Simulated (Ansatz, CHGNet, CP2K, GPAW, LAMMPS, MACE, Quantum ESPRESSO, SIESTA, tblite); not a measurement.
**Running amorphous Ge (61 atoms) with tblite**

Wanted: tblite inputs and outputs for amorphous Ge (61 atoms), checked against a plane-wave reference.

Method: the method is named at each step, in tblite 0.8.0.

## (1) The structure

The cell holds 61 atoms: 61 Ge. Cell: a = 11.188 Å, b = 11.188 Å, c = 11.188 Å, α = 90.0°, β = 90.0°, γ = 90.0°. 61 atoms (61 Ge) placed at random at 5.25 g/cm³, melted at 3500 K for 10 ps at fixed volume with the Tersoff potential (Tersoff, Phys. Rev. B 39, 5566 (1989)). Quenched from 3500 K to 500 K at 3 K/ps and fixed volume, held 5 ps.

The yardstick, on the same geometry:

| Property | Result |
| --- | --- |
| method | Kohn-Sham DFT, PBE, PAW, plane waves (Ansatz 0.2.0); cutoff 420 eV, Γ point, fermi-dirac smearing of 0.05 eV; PAW set soft_2 |
| r.m.s. force component | 0.6372 eV/Å |
| longest force | 2.142 eV/Å |
| pressure | 4.042 GPa |
| SCF cycles | 9 |
| time | 24 s on 4 threads of Arm Neoverse V2, shared host |
| CPU time | 91 s |

## (2) GFN1-xTB

Method: GFN1-xTB tight binding, diagonalisation.

Input file run.py:

```python
import numpy as np
from ase.io import read
from tblite.ase import TBLite

atoms = read("structure.xyz")
atoms.calc = TBLite(method="GFN1-xTB", electronic_temperature=580, accuracy=1.0, max_iterations=250, mixer_damping=0.1, verbosity=1)
energy = atoms.get_potential_energy()
forces = atoms.get_forces()
print(f"energy {energy:.6f} eV")
print("forces (eV/A)")
for i, (a, f) in enumerate(zip(atoms, forces)):
    print(f"{i:4d} {a.symbol:2s} {f[0]:10.5f} {f[1]:10.5f} {f[2]:10.5f}")
stress = -atoms.get_stress(voigt=False) * 160.21766
print("stress (GPa, compression positive)")
for row in stress:
    print(" ".join(f"{x:10.4f}" for x in row))
print("charges (e)")
print(np.array2string(atoms.get_charges(), precision=4, suppress_small=True, max_line_width=110, threshold=100000))
```

Input file structure.xyz:

```xyz
61
Lattice="11.18750 0.00000 0.00000 0.00000 11.18750 0.00000 0.00000 0.00000 11.18750" Properties=species:S:1:pos:R:3 pbc="T T T"
Ge 5.87422 6.35718 2.45185
Ge 0.62706 6.30483 1.50707
Ge 8.07145 0.91346 5.15363
Ge 2.56988 5.10049 0.09431
Ge 5.06078 8.14114 6.03857
Ge 4.03544 5.42985 3.66614
Ge 4.78176 5.69578 6.02234
Ge 11.02987 11.16949 7.45669
Ge 8.19865 4.70009 8.40047
Ge 3.67778 2.98952 0.90663
Ge 10.48716 3.54946 8.98211
Ge 5.83160 2.48508 11.05896
Ge 0.69955 7.26136 10.15445
Ge 2.13838 6.89765 3.36072
Ge 0.08200 2.33215 6.91790
Ge 2.71286 10.52979 4.31457
Ge 2.85382 5.11906 7.13852
Ge 3.30937 3.09849 3.35200
Ge 7.54664 1.90959 1.54801
Ge 8.42419 7.19222 7.86403
Ge 5.80508 9.74386 2.57749
Ge 4.70938 8.10344 9.95352
Ge 1.09000 5.11437 9.07317
Ge 8.68363 4.77292 4.82237
Ge 2.01912 10.36712 0.65391
Ge 3.43199 1.13363 8.78801
Ge 5.65014 0.34726 9.64631
Ge 6.76105 4.31110 6.38448
Ge 2.24186 1.50673 11.01566
Ge 6.76094 8.09181 4.04809
Ge 10.01483 8.17448 1.96564
Ge 9.91716 2.66688 5.02811
Ge 8.44533 4.14116 2.19868
Ge 1.27168 6.95258 5.81549
Ge 2.69630 8.98356 6.02648
Ge 2.01297 10.38278 7.98038
Ge 0.65950 2.69697 3.37102
Ge 9.95408 10.55921 5.16124
Ge 6.56236 8.70343 7.99559
Ge 4.06330 1.48458 4.80168
Ge 4.09709 7.10708 0.93460
Ge 8.33860 7.92433 0.18952
Ge 11.01387 10.33468 1.59332
Ge 6.04684 1.95580 6.29398
Ge 6.43695 0.82206 3.45425
Ge 10.97259 2.27498 10.96118
Ge 0.52100 0.14342 3.64858
Ge 6.43225 9.62528 11.12194
Ge 9.74084 8.29397 9.51005
Ge 7.34146 0.10371 7.76860
Ge 9.38452 10.70521 9.14052
Ge 3.37001 9.07452 2.46807
Ge 10.81507 3.92357 1.59646
Ge 9.37479 0.52604 0.21782
Ge 7.38565 5.77219 0.80427
Ge 9.79712 6.62680 5.93956
[... 1 atom lines left out ...]
Ge 4.27217 5.66390 9.38072
Ge 9.22174 8.39521 4.20079
Ge 2.41001 8.96432 9.89288
Ge 6.39366 4.57132 10.02937
```

Started as:

```console
$ OMP_NUM_THREADS=1 python run.py > output.txt
```

The log of the run:

```text
------------------------------------------------------------
  cycle        total energy    energy error   density error
------------------------------------------------------------
      1     -97.14632604703  -9.7103262E+01   3.8109598E-01
      2     -102.0845047973  -4.9381788E+00   2.3924815E-01
      3     -102.8371864660  -7.5268167E-01   1.9669570E-01
      4     -102.5643399893   2.7284648E-01   1.6518394E-01
      5     -102.4607009399   1.0363905E-01   5.6025852E-02
      6     -102.8663421943  -4.0564125E-01   1.4377142E-02
      7     -102.8737509897  -7.4087954E-03   8.2228451E-03
      8     -102.8734389013   3.1208842E-04   6.8284470E-03
      9     -102.8737966546  -3.5775325E-04   3.7588879E-03
     10     -102.8743384666  -5.4181206E-04   9.0697412E-04
     11     -102.8743508150  -1.2348368E-05   6.2956878E-04
     12     -102.8743498182   9.9675218E-07   5.1804773E-04
     13     -102.8743520933  -2.2750583E-06   2.3235810E-04
     14     -102.8743540896  -1.9962916E-06   6.9817256E-05
     15     -102.8743541562  -6.6652547E-08   5.2643688E-05
     16     -102.8743541440   1.2232078E-08   3.9421577E-05
     17     -102.8743541315   1.2525078E-08   1.8784226E-05
------------------------------------------------------------
 total:                                   4.573 sec
energy -2799.353762 eV
forces (eV/A)
   0 Ge   -0.48227    0.52117    0.60469
   1 Ge   -0.60461   -0.14766   -0.52652
   2 Ge    0.40785    0.05768    0.80170
   3 Ge    0.86683   -0.17577   -0.83358
   4 Ge    0.53921   -0.23069    0.26364
   5 Ge   -0.01240   -0.86373    0.67837
   6 Ge    1.09427    0.69652   -0.97472
   7 Ge   -0.43449    0.01066   -0.65883
   8 Ge    0.00043    0.15048    0.10401
   9 Ge    0.43114    0.93624    0.62559
  10 Ge   -0.45877   -0.15864   -1.00043
  11 Ge    0.11120   -0.62586   -0.08711
  12 Ge   -0.26111   -0.04495    0.16360
  13 Ge   -0.27385    0.53347    0.42095
  14 Ge    0.70070    0.01993    1.33304
  15 Ge    0.12306    1.00893   -0.63868
  16 Ge   -1.46691   -0.83138    0.99225
  17 Ge   -0.84332    1.23566   -1.21117
  18 Ge   -0.01034   -0.02790   -0.08156
  19 Ge    0.10203   -0.88805   -0.22275
  20 Ge    0.04016    0.52847   -0.90084
  21 Ge   -0.01789   -0.12106   -0.14187
  22 Ge    0.84991    0.19302    0.32605
  23 Ge   -0.47310   -0.42497   -0.43574
[...]
53 Ge   -0.12100    0.01298    0.25737
  54 Ge    0.50052   -0.52058   -1.10544
  55 Ge    0.47760    0.41808   -0.35534
  56 Ge   -0.28734    0.27409    0.24064
  57 Ge   -0.09416    0.29701    0.39124
  58 Ge   -0.21570    0.05643    0.52052
  59 Ge   -0.17698    0.00280   -0.09731
  60 Ge    0.19899    0.36647    0.41690
stress (GPa, compression positive)
    5.0757     0.1109    -0.3989
    0.1109     5.0322    -0.0155
   -0.3989    -0.0155     6.5029
charges (e)
[-0.0397  0.0745 -0.0074 -0.0043 -0.027  -0.0252 -0.0118 -0.026   0.0228 -0.0281  0.0225 -0.0482  0.0431
  0.0291 -0.0944  0.0103  0.0241  0.0148  0.0469 -0.0497 -0.0329 -0.0353  0.0549  0.0095 -0.038  -0.0532
  0.0515 -0.0144 -0.0017 -0.0139 -0.0545 -0.018   0.0029  0.056  -0.0237 -0.0568 -0.0737  0.0671  0.0817
  0.0384  0.0931 -0.0102 -0.0471  0.1186 -0.0017  0.0288 -0.0219  0.0729 -0.0783  0.0556  0.0408  0.0082
 -0.0599  0.0005 -0.021   0.016   0.0457  0.0075 -0.0051 -0.0501 -0.065 ]
```

Wall time 5.1 s (1 thread of Arm Neoverse V2, shared host); peak memory 0.13 GiB.

Banners, paths, timers and routine set-up lines are dropped from the logs unmarked, and long logs keep their key lines alone; longer cuts are marked.

Against the reference:

```yaml
r_m_s_force_component: 0.5355 eV/Å
r_m_s_difference_of_force_components: 173.3 meV/Å
longest_difference_of_force_vectors: 549.8 meV/Å
force_difference_over_r_m_s_force: 27.19 %
slope_of_forces_against_the_reference_s: 0.8162
correlation_of_force_components: 0.9711
pressure: 5.537 GPa
pressure_difference: 1.495 GPa
```

Local excerpt of 9 atoms (numbers count through the whole input) about Ge9, picked at random; x, y, z are measured from there.

```
atom      x      y      z  distance (Å)  bonds  Mulliken charge (e)     Fx     Fy  Fz (eV/Å)
 Ge9   0.00   0.00   0.00          0.00      4                 0.02   0.00   0.15       0.10
Ge61  -1.80  -0.13   1.63          2.43      4                -0.07   0.20   0.37       0.42
Ge28  -1.44  -0.39  -2.02          2.51      4                -0.01   0.53  -0.18      -0.41
Ge20   0.23   2.49  -0.54          2.56      4                -0.05   0.10  -0.89      -0.22
Ge11   2.29  -1.15   0.58          2.63      4                 0.02  -0.46  -0.16      -1.00
Ge56   1.60   1.93  -2.46          3.51      4                 0.02   0.48   0.42      -0.36
Ge24   0.48   0.07  -3.58          3.61      4                 0.01  -0.47  -0.42      -0.44
Ge55  -0.81   1.07   3.59          3.84      4                -0.02   0.50  -0.52      -1.11
Ge49   1.54   3.59   1.11          4.07      4                -0.08   0.64   0.07      -0.16
```

Atoms are counted from 1 here, from 0 in the log.

Forces lie 27 % from the reference's, at 0.056 times its CPU time (on 1 against 4 cores).

## (3) Summary of results

```
force difference from the reference : tblite GFN1-xTB, 27 %
its CPU time                        : 5.1 s
```

Tight binding differs by 27 % (tblite GFN1-xTB); it is another model, with fitted parameters of its own, and the xTB methods hold dispersion. One electronic-structure run takes under half the reference's CPU time: tblite GFN1-xTB, at 27 % in 5.1 s against 91 s. Periodic xTB results under one method name differ between programs and library versions. The quench rate of 3 K/ps is many orders above laboratory rates, so the cell is likely richer in defects and strain than a real sample. The network of bonds at the start is that of the classical potential that made the cell, and needn't be the one that DFT or experiment would give. The electronic-structure runs sample only Γ, in a cell whose shortest periodic width is 11 Å, which is coarse for a cell with partly filled levels.

[Also dropped from logs without a mark: logging warnings of Python, and SIESTA's first energy breakdown and zero terms.]

[Logs are printed without paths, hosts, clocks, repeated set-up lines and the standing remarks that a program may print on its own settings, such as how far it seeks lower states.]

[Hosts, paths, dates, database ids (printed as entryN), source tags and the programs' standing remarks are cut or masked in the printed files.]
